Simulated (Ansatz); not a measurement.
# How fast states decay through MgTaNO2, part 3 of 4

A new crystal, MgTaNO2: structure, gap and complex bands. It is built by putting Mg for Sr in the SrTaNO2 structure of space group Pmc2_1, with the volume rescaled by atomic radii. The parent structure comes from the Materials Project.

Ansatz 0.2.0; r2SCAN DFT, plane waves, PAW files (the session's first sound run).

So far, gap on the k-mesh (eV): step 3 (the bulk crystal and its band edges) 2.02.

The structure was built from a prototype and need not be the compound's stable phase.

**6. Decaying states in the gap, plane (001), k-mesh 6×4×4**

Level of this step: r2SCAN DFT, plane waves, PAW files; complex bands by layer matching along the plane's normal (Ansatz).

The same for the (001) plane, at (0, 0), (-0.5, 0) and (-0.5, -0.5), to see how the decay depends on direction.

The input, input.yaml:

```yaml
crystal:
  lattice:
    - [3.769758016, 0.0, 0.0]
    - [0.0, 5.54570945, 0.0]
    - [0.0, 0.0, 5.665136547]
  atoms:
    - { symbol: Mg, position: [0.5, 0.8146615485, 0.5643557871] }
    - { symbol: Mg, position: [0.5, 0.1853384515, 0.0643557871] }
    - { symbol: Ta, position: [0.0, 0.729746207, 0.0202828793] }
    - { symbol: Ta, position: [0.0, 0.270253793, 0.5202828793] }
    - { symbol: "N", position: [0.0, 0.4315074499, 0.8148392579] }
    - { symbol: "N", position: [0.0, 0.5684925501, 0.3148392579] }
    - { symbol: O, position: [0.5, 0.8057342571, 0.9474787377] }
    - { symbol: O, position: [0.0, 0.9319518869, 0.6530843379] }
    - { symbol: O, position: [0.0, 0.0680481131, 0.1530843379] }
    - { symbol: O, position: [0.5, 0.1942657429, 0.4474787377] }
kpoints:
  mp_grid: { grid: [6, 4, 4] }
scf:
  occupations: { method: fixed }
hamiltonian:
  xc: r2scan
output:
  eigenvalues: true
  transmission:
    leads: [[0, 0]]
    kpoints: [[0.0, 0.0], [-0.5, 0.0], [-0.5, -0.5]]
    e_range: [-1.0, 3.02]
    de: 0.07
```

Run with:

```sh
> ansatz run input.yaml --threads 2 --pin off --max-ram 4096MiB --backend cpu --events-out ev --progress --plain --runs-dir out
```

Numbers of over 12 decimals in the logs are rounded to 6 here.

The log of the run:

```text
[...]
Crystal: 10 atoms, lattice volume = 118.435 Å³
Basis set: ecut = 500 eV, 2973 PW (Γ), exchange–correlation on 120×180×180 points (64 copies of the dense FFT grid, shifted against one another)
Bands: 50, of which v1, the nominal top of the filled ones, is band 40 counted from 1 (39 counted from 0)
Symmetry: 4 space group operations
[...]
k-points: 36 of 96 (time reversal used)
[...]
SCF iter   1: F=—  HF=-26797.189985 eV  |F-HF|=—  |Δ(HF+E_count)|=         —  Δρ=1.19e-2  dr2=1.81e-1  dr2_τ=6.14e-1  ethr=1.77e-3  ⟨swp⟩=5.0  Hψ=6127  notcnv=0  defer=286
[...]
SCF iter   8: F=-26797.373331 eV  HF=-26797.373331 eV  |F-HF|=2.96e-8  |Δ(HF+E_count)|=   3.21e-8  Δρ=1.03e-5  dr2=9.40e-8  dr2_τ=1.31e-8  ethr=1.25e-10  ⟨swp⟩=9.6  Hψ=7576  notcnv=0
SCF 1 converged in 8 iterations: F = -26797.373331 eV  dr2 = 9.40e-8
[...]
transmission: 8 of 24 steps passed
transmission: 16 of 24 steps passed
transmission: 24 of 24 steps passed
SCF converged after 8 iterations
Free energy (F): -26797.373331 eV
[...]
Internal energy: -26797.373331 eV  (E = F + TS)
E sigma→0 (E₀):  -26797.373331 eV
Fermi energy:    10.123550 eV
[...]
--- Band table (eV; the first three rows and the last of 36) ---
  k-point 0: bands = [... 36 lower, 8.4422, 8.5360, 8.9374, 9.4968, 12.2481, 12.6103, 12.8926, 13.5040, ... 6 higher]
  k-point 1: bands = [... 36 lower, 8.2278, 8.5031, 8.9647, 9.2118, 12.4707, 12.9878, 13.3948, 13.7183, ... 6 higher]
  k-point 2: bands = [... 36 lower, 8.4035, 8.4035, 9.1272, 9.1272, 12.9838, 12.9838, 13.9632, 13.9632, ... 6 higher]
  k-point 35: bands = [... 36 lower, 8.2395, 8.2395, 8.5665, 8.5665, 13.1410, 13.1410, 14.4325, 14.4325, ... 6 higher]
--- Transmission ---
  basis      : 217 plane waves across, 8 finite elements along
  points     : 3, as listed
[...]
crystal 0  : N2O4Ta2Mg2, at the sites [0, 0], period 5.6651 Å: whole cells are its period
[...]
channels       : 0.000000e0 a spin
[...]
slowest decay  : 0.2181 /Å at (-0.5000, -0.5000)
```

Run time: 63 s. Hardware: 2 threads of Arm Neoverse V2, shared host; peak memory 0.98 GiB.

This step gave:

- decay constant at the filling level, zone centre: 0.2639 Å⁻¹
- decay constant at the filling level, slowest listed point: 0.2181 Å⁻¹

K parallel (0, 0); values up to 1.5 1/Å, a degenerate pair printed once or twice; energies at which all values exceed this have no row. Im kz of the slowest decaying states against energy, zero at the highest filled level on the SCF mesh:

| energy (eV) | decay 1 (Å⁻¹) | decay 2 (Å⁻¹) | decay 3 (Å⁻¹) | decay 4 (Å⁻¹) |
| --- | --- | --- | --- | --- |
| -1.0000 | 0.161 | 0.280 | 0.527 | 0.738 |
| -0.7200 | 0.324 | 0.342 | 0.505 | 0.788 |
| -0.5100 | 0.110 | 0.369 | 0.401 | 0.491 |
| -0.2300 | 0.182 | 0.395 | 0.467 | 0.474 |
| -0.0200 | 0.212 | 0.410 | 0.463 | 0.502 |
| 0.2600 | 0.237 | 0.425 | 0.448 | 0.538 |
| 0.4700 | 0.250 | 0.433 | 0.436 | 0.558 |
| 0.7500 | 0.260 | 0.418 | 0.441 | 0.580 |
| 1.0300 | 0.264 | 0.395 | 0.446 | 0.552 |
| 1.2400 | 0.263 | 0.374 | 0.448 | 0.501 |
| 1.5200 | 0.258 | 0.337 | 0.421 | 0.449 |
| 1.7300 | 0.253 | 0.299 | 0.345 | 0.448 |
| 2.0100 | 0.191 | 0.236 | 0.444 | 0.633 |
| 2.2200 | 0.192 | 0.440 | 0.638 | 0.716 |
| 2.5000 | 0.115 | 0.432 | 0.644 | 0.694 |
| 2.7800 | 0.422 | 0.648 | 0.672 | 0.683 |

K parallel (-0.5, 0); values up to 1.5 1/Å, a degenerate pair printed once or twice; energies at which all values exceed this have no row. The Im kz of the slowest decaying states by energy, zero at the highest filled level on the SCF mesh:

| energy (eV) | decay 1 (Å⁻¹) | decay 2 (Å⁻¹) | decay 3 (Å⁻¹) | decay 4 (Å⁻¹) |
| --- | --- | --- | --- | --- |
| -1.00 | 0.158 | 0.303 | 0.405 | 0.658 |
| -0.86 | 0.193 | 0.329 | 0.456 | 0.657 |
| -0.65 | 0.325 | 0.356 | 0.518 | 0.662 |
| -0.51 | 0.370 | 0.376 | 0.545 | 0.676 |
| -0.37 | 0.0774 | 0.382 | 0.417 | 0.558 |
| -0.23 | 0.128 | 0.392 | 0.450 | 0.561 |
| -0.02 | 0.170 | 0.404 | 0.492 | 0.553 |
| 0.12 | 0.189 | 0.411 | 0.515 | 0.543 |
| 0.26 | 0.203 | 0.416 | 0.531 | 0.536 |
| 0.47 | 0.220 | 0.424 | 0.509 | 0.562 |
| 0.61 | 0.228 | 0.427 | 0.492 | 0.577 |
| 0.75 | 0.233 | 0.430 | 0.473 | 0.589 |
| 0.89 | 0.237 | 0.433 | 0.453 | 0.600 |
| 1.10 | 0.240 | 0.417 | 0.435 | 0.603 |
| 1.24 | 0.239 | 0.389 | 0.436 | 0.593 |
| 1.38 | 0.237 | 0.357 | 0.436 | 0.584 |
| 1.52 | 0.233 | 0.320 | 0.435 | 0.576 |
| 1.73 | 0.223 | 0.249 | 0.434 | 0.564 |
| 1.87 | 0.182 | 0.213 | 0.432 | 0.557 |
| 2.01 | 0.0441 | 0.201 | 0.429 | 0.550 |
| 2.22 | 0.176 | 0.425 | 0.539 | 0.644 |
| 2.36 | 0.153 | 0.421 | 0.533 | 0.645 |
| 2.50 | 0.122 | 0.416 | 0.527 | 0.645 |
| 2.64 | 0.0717 | 0.411 | 0.520 | 0.644 |
| 2.85 | 0.402 | 0.511 | 0.642 | 0.684 |
| 2.99 | 0.396 | 0.505 | 0.640 | 0.658 |

K parallel (-0.5, -0.5); values up to 1.5 1/Å, a degenerate pair printed once or twice; energies at which all values exceed this have no row. The Im kz of the slowest decaying states by energy, zero at the highest filled level on the SCF mesh:

| energy (eV) | decay 1 (Å⁻¹) | decay 2 (Å⁻¹) | decay 3 (Å⁻¹) | decay 4 (Å⁻¹) |
| --- | --- | --- | --- | --- |
| -1.00 | 0.278 | 0.288 | 0.496 | 0.728 |
| -0.86 | 0.307 | 0.310 | 0.512 | 0.773 |
| -0.65 | 0.337 | 0.343 | 0.532 | 0.830 |
| -0.51 | 0.354 | 0.364 | 0.544 | 0.859 |
| -0.37 | 0.368 | 0.383 | 0.555 | 0.880 |
| -0.23 | 0.381 | 0.400 | 0.565 | 0.895 |
| -0.02 | 0.398 | 0.423 | 0.578 | 0.908 |
| 0.12 | 0.0911 | 0.409 | 0.437 | 0.586 |
| 0.26 | 0.130 | 0.418 | 0.450 | 0.594 |
| 0.47 | 0.168 | 0.430 | 0.468 | 0.605 |
| 0.61 | 0.185 | 0.437 | 0.478 | 0.613 |
| 0.75 | 0.199 | 0.444 | 0.489 | 0.622 |
| 0.89 | 0.210 | 0.450 | 0.498 | 0.635 |
| 1.10 | 0.221 | 0.458 | 0.511 | 0.671 |
| 1.24 | 0.226 | 0.462 | 0.519 | 0.647 |
| 1.38 | 0.229 | 0.466 | 0.527 | 0.624 |
| 1.52 | 0.231 | 0.469 | 0.534 | 0.601 |
| 1.73 | 0.229 | 0.472 | 0.545 | 0.565 |
| 1.87 | 0.225 | 0.474 | 0.538 | 0.552 |
| 2.01 | 0.219 | 0.476 | 0.509 | 0.558 |
| 2.22 | 0.205 | 0.377 | 0.476 | 0.533 |
| 2.36 | 0.191 | 0.270 | 0.476 | 0.541 |
| 2.50 | 0.0764 | 0.173 | 0.476 | 0.543 |
| 2.64 | 0.149 | 0.475 | 0.542 | 0.569 |
| 2.85 | 0.0873 | 0.472 | 0.499 | 0.538 |
| 2.99 | 0.439 | 0.469 | 0.533 | 0.602 |

At the listed wavevectors the last open channel is at -0.02 eV and the next at +2.08 eV on the grid. At +1.03 eV, the grid energy nearest the filling level (the middle of the gap on the SCF mesh), the slowest state at the listed wavevectors decays with κ = 0.218 Å⁻¹, its amplitude falling by e over 4.6 Å; the first such run, plane (100), gave 0.311 Å⁻¹.

**7. Band edges at another level, cutoff 420 eV**

This step: LDA DFT, plane waves, PAW files (Ansatz 0.2.0).

The edges again with LDA, at the same atoms. Against that run the cutoff is 420 eV against 500.

Edit input.yaml of step 6 so:

```diff
@@ -2,5 +2,5 @@
   lattice:
-    - [3.769758016, 0.0, 0.0]
-    - [0.0, 5.54570945, 0.0]
-    - [0.0, 0.0, 5.665136547]
+    - [3.7697580158, 0.0, 0.0]
+    - [0.0, 5.5457094505, 0.0]
+    - [0.0, 0.0, 5.6651365468]
   atoms:
@@ -18,2 +18,3 @@
   mp_grid: { grid: [6, 4, 4] }
+  band_path: { path: [VBM, CBM], npoints: 30 }
 scf:
@@ -21,9 +22,4 @@
 hamiltonian:
-  xc: r2scan
+  xc: lda
 output:
   eigenvalues: true
-  transmission:
-    leads: [[0, 0]]
-    kpoints: [[0.0, 0.0], [-0.5, 0.0], [-0.5, -0.5]]
-    e_range: [-1.0, 3.02]
-    de: 0.07
```

The log of the run:

```text
[...]
Crystal: 10 atoms, lattice volume = 118.435 Å³
Basis set: ecut = 420 eV, 2329 PW (Γ)
Bands: 50, of which v1, the nominal top of the filled ones, is band 40 counted from 1 (39 counted from 0)
Symmetry: 4 space group operations
[...]
k-points: 36 of 96 (time reversal used)
[...]
SCF iter   1: F=—  HF=-26148.095364 eV  |F-HF|=—  |Δ(HF+E_count)|=         —  Δρ=1.60e-2  dr2=2.76e-1  ethr=1.77e-3  ⟨swp⟩=5.0  Hψ=6244  notcnv=0  defer=285
[...]
SCF iter   9: F=-26148.019891 eV  HF=-26148.019891 eV  |F-HF|=4.56e-9  |Δ(HF+E_count)|=   3.42e-8  Δρ=3.07e-6  dr2=1.06e-8  ethr=1.25e-10  ⟨swp⟩=2.3  Hψ=2918  notcnv=0
SCF 1 converged in 9 iterations: F = -26148.019891 eV  dr2 = 1.06e-8
[...]
SCF converged after 9 iterations
Free energy (F): -26148.019891 eV
[...]
Internal energy: -26148.019891 eV  (E = F + TS)
E sigma→0 (E₀):  -26148.019891 eV
Fermi energy:    9.987550 eV
[...]
--- Band table (eV; the first three rows and the last of 36) ---
  k-point 0: bands = [... 36 lower, 8.4092, 8.4249, 8.8719, 9.3390, 11.6772, 11.9417, 12.3059, 12.9247, ... 6 higher]
  k-point 1: bands = [... 36 lower, 8.1384, 8.4001, 8.8933, 9.0881, 11.8994, 12.2727, 12.8190, 13.1632, ... 6 higher]
  k-point 2: bands = [... 36 lower, 8.3144, 8.3144, 9.0450, 9.0450, 12.4121, 12.4121, 13.2201, 13.2201, ... 6 higher]
  k-point 35: bands = [... 36 lower, 8.2031, 8.2031, 8.5359, 8.5359, 12.5798, 12.5798, 13.8793, 13.8793, ... 6 higher]
```

Elapsed: 48 s, on 2 threads; peak memory 0.46 GiB; 96 s of CPU time.

Numbers from this step:

* free energy: -26148.0199 eV
* Fermi energy: 9.988 eV
* gap on the k-mesh: 1.518 eV
* gap on path: 1.518 eV, by band count; negative where bands overlap
* direct gap on path: 1.797 eV
* edge places on path: 0, 0.5676 1/A along the path

The electronic bands at the labelled points (eV, zero at the Fermi level (highest filled level under fixed occupations); v1 is the highest filled band, c1 the lowest empty one):

| point | v4 | v3 | v2 | v1 | c1 | c2 | c3 | c4 |
| --- | --- | --- | --- | --- | --- | --- | --- | --- |
| VBM | -2.01 | -1.85 | -1.44 | 0.00 | 2.08 | 2.58 | 2.75 | 3.83 |
| halfway | -1.83 | -1.54 | -1.47 | -0.08 | 1.73 | 2.36 | 3.00 | 4.02 |
| CBM | -1.68 | -1.42 | -1.14 | -0.44 | 1.52 | 2.34 | 3.05 | 4.52 |

The searched edges give 1.52 eV, as on the mesh.

Between step 3 and this run (LDA and cutoff 420 eV) the value for the gap on the k-mesh moves from 2.02 eV to 1.52 eV.

**8. Complex bands at another level, cutoff 420 eV**

This step: LDA DFT, plane waves, PAW files; complex bands by layer matching along the plane's normal (Ansatz 0.2.0).

The complex bands at that level, over its own gap, at (0, 0) and (-0.5, 0).

The input, input.yaml:

```yaml
crystal:
  lattice:
    - [5.54570945, 0.0, 0.0]
    - [0.0, 5.665136547, 0.0]
    - [0.0, 0.0, 3.769758016]
  atoms:
    - { symbol: Mg, position: [0.8146615485, 0.5643557871, 0.5] }
    - { symbol: Mg, position: [0.1853384515, 0.0643557871, 0.5] }
    - { symbol: Ta, position: [0.729746207, 0.0202828793, 0.0] }
    - { symbol: Ta, position: [0.270253793, 0.5202828793, 0.0] }
    - { symbol: "N", position: [0.4315074499, 0.8148392579, 0.0] }
    - { symbol: "N", position: [0.5684925501, 0.3148392579, 0.0] }
    - { symbol: O, position: [0.8057342571, 0.9474787377, 0.5] }
    - { symbol: O, position: [0.9319518869, 0.6530843379, 0.0] }
    - { symbol: O, position: [0.0680481131, 0.1530843379, 0.0] }
    - { symbol: O, position: [0.1942657429, 0.4474787377, 0.5] }
kpoints:
  mp_grid: { grid: [4, 4, 6] }
scf:
  occupations: { method: fixed }
hamiltonian:
  xc: lda
output:
  eigenvalues: true
  transmission:
    leads: [[0, 0]]
    kpoints: [[0.0, 0.0], [-0.5, 0.0]]
    e_range: [-1.0, 2.52]
    de: 0.06
```

The log of the run:

```text
[...]
Crystal: 10 atoms, lattice volume = 118.435 Å³
Basis set: ecut = 420 eV, 2329 PW (Γ)
Bands: 50, of which v1, the nominal top of the filled ones, is band 40 counted from 1 (39 counted from 0)
Symmetry: 4 space group operations
[...]
k-points: 36 of 96 (time reversal used)
[...]
SCF iter   1: F=—  HF=-26148.096149 eV  |F-HF|=—  |Δ(HF+E_count)|=         —  Δρ=1.60e-2  dr2=2.77e-1  ethr=1.77e-3  ⟨swp⟩=5.0  Hψ=6160  notcnv=0  defer=283
[...]
SCF iter   9: F=-26148.019891 eV  HF=-26148.019891 eV  |F-HF|=4.62e-9  |Δ(HF+E_count)|=   3.56e-8  Δρ=3.07e-6  dr2=1.05e-8  ethr=1.25e-10  ⟨swp⟩=2.3  Hψ=3187  notcnv=0
SCF 1 converged in 9 iterations: F = -26148.019891 eV  dr2 = 1.05e-8
[...]
transmission: 6 of 12 steps passed
transmission: 12 of 12 steps passed
SCF converged after 9 iterations
Free energy (F): -26148.019891 eV
[...]
Internal energy: -26148.019891 eV  (E = F + TS)
E sigma→0 (E₀):  -26148.019891 eV
Fermi energy:    9.987550 eV
[...]
--- Band table (eV; the first three rows and the last of 36) ---
  k-point 0: bands = [... 36 lower, 8.4092, 8.4249, 8.8719, 9.3390, 11.6772, 11.9417, 12.3059, 12.9247, ... 6 higher]
  k-point 1: bands = [... 36 lower, 8.2090, 8.3736, 8.8927, 9.4108, 11.9053, 12.3967, 12.4375, 12.8185, ... 6 higher]
  k-point 2: bands = [... 36 lower, 8.1954, 8.2671, 8.8976, 9.5063, 11.7590, 12.2645, 12.7912, 14.3677, ... 6 higher]
  k-point 35: bands = [... 36 lower, 8.2031, 8.2031, 8.5359, 8.5359, 12.5798, 12.5798, 13.8793, 13.8793, ... 6 higher]
--- Transmission ---
  basis      : 277 plane waves across, 6 finite elements along
  points     : 2, as listed
[...]
channels       : 0.000000e0 a spin
[...]
slowest decay  : 0.2816 /Å at (0.0000, 0.0000)
```

It took 65 s on 2 threads; peak memory 0.84 GiB.

Numbers from this step:

```
level to which the leads are filled                       : 0.7588 eV from the Fermi level
decay constant at the filling level, zone centre          : 0.2816 Å⁻¹
decay constant at the filling level, slowest listed point : 0.2816 Å⁻¹
```

K parallel (0, 0); values up to 1.5 1/Å, a degenerate pair printed once or twice; energies at which all values exceed this have no row. The Im kz of the slowest decaying states by energy, zero at the highest filled level on the SCF mesh:

| energy (eV) | decay 1 (Å⁻¹) | decay 2 (Å⁻¹) | decay 3 (Å⁻¹) | decay 4 (Å⁻¹) |
| --- | --- | --- | --- | --- |
| -1.00 | 0.276 | 0.292 | 0.317 | 0.331 |
| -0.88 | 0.261 | 0.308 | 0.353 | 0.395 |
| -0.70 | 0.171 | 0.324 | 0.368 | 0.422 |
| -0.58 | 0.331 | 0.375 | 0.436 | 0.438 |
| -0.46 | 0.339 | 0.381 | 0.386 | 0.452 |
| -0.28 | 0.350 | 0.354 | 0.388 | 0.471 |
| -0.16 | 0.343 | 0.355 | 0.391 | 0.482 |
| -0.04 | 0.335 | 0.360 | 0.394 | 0.491 |
| 0.02 | 0.331 | 0.361 | 0.396 | 0.496 |
| 0.14 | 0.323 | 0.364 | 0.398 | 0.504 |
| 0.26 | 0.316 | 0.365 | 0.400 | 0.498 |
| 0.38 | 0.308 | 0.366 | 0.401 | 0.480 |
| 0.56 | 0.296 | 0.365 | 0.403 | 0.450 |
| 0.68 | 0.287 | 0.363 | 0.403 | 0.427 |
| 0.80 | 0.276 | 0.359 | 0.402 | 0.403 |
| 0.92 | 0.265 | 0.354 | 0.374 | 0.403 |
| 1.10 | 0.246 | 0.321 | 0.343 | 0.402 |
| 1.22 | 0.231 | 0.277 | 0.333 | 0.402 |
| 1.34 | 0.214 | 0.218 | 0.318 | 0.401 |
| 1.52 | 0.184 | 0.284 | 0.401 | 0.554 |
| 1.64 | 0.133 | 0.159 | 0.344 | 0.402 |
| 1.76 | 0.127 | 0.362 | 0.403 | 0.557 |
| 1.94 | 0.0351 | 0.350 | 0.405 | 0.555 |
| 2.06 | 0.309 | 0.406 | 0.537 | 0.544 |
| 2.18 | 0.232 | 0.407 | 0.511 | 0.534 |
| 2.36 | 0.221 | 0.407 | 0.534 | 0.537 |
| 2.48 | 0.291 | 0.405 | 0.528 | 0.538 |

(Continued in part 4 of 4.)

[Logs are printed without paths, hosts, clocks, repeated set-up lines and the standing remarks that a program may print on its own settings, such as how far it seeks lower states.]

[Hosts, paths, dates, database ids (printed as entryN), source tags and the programs' standing remarks are cut or masked in the printed files.]
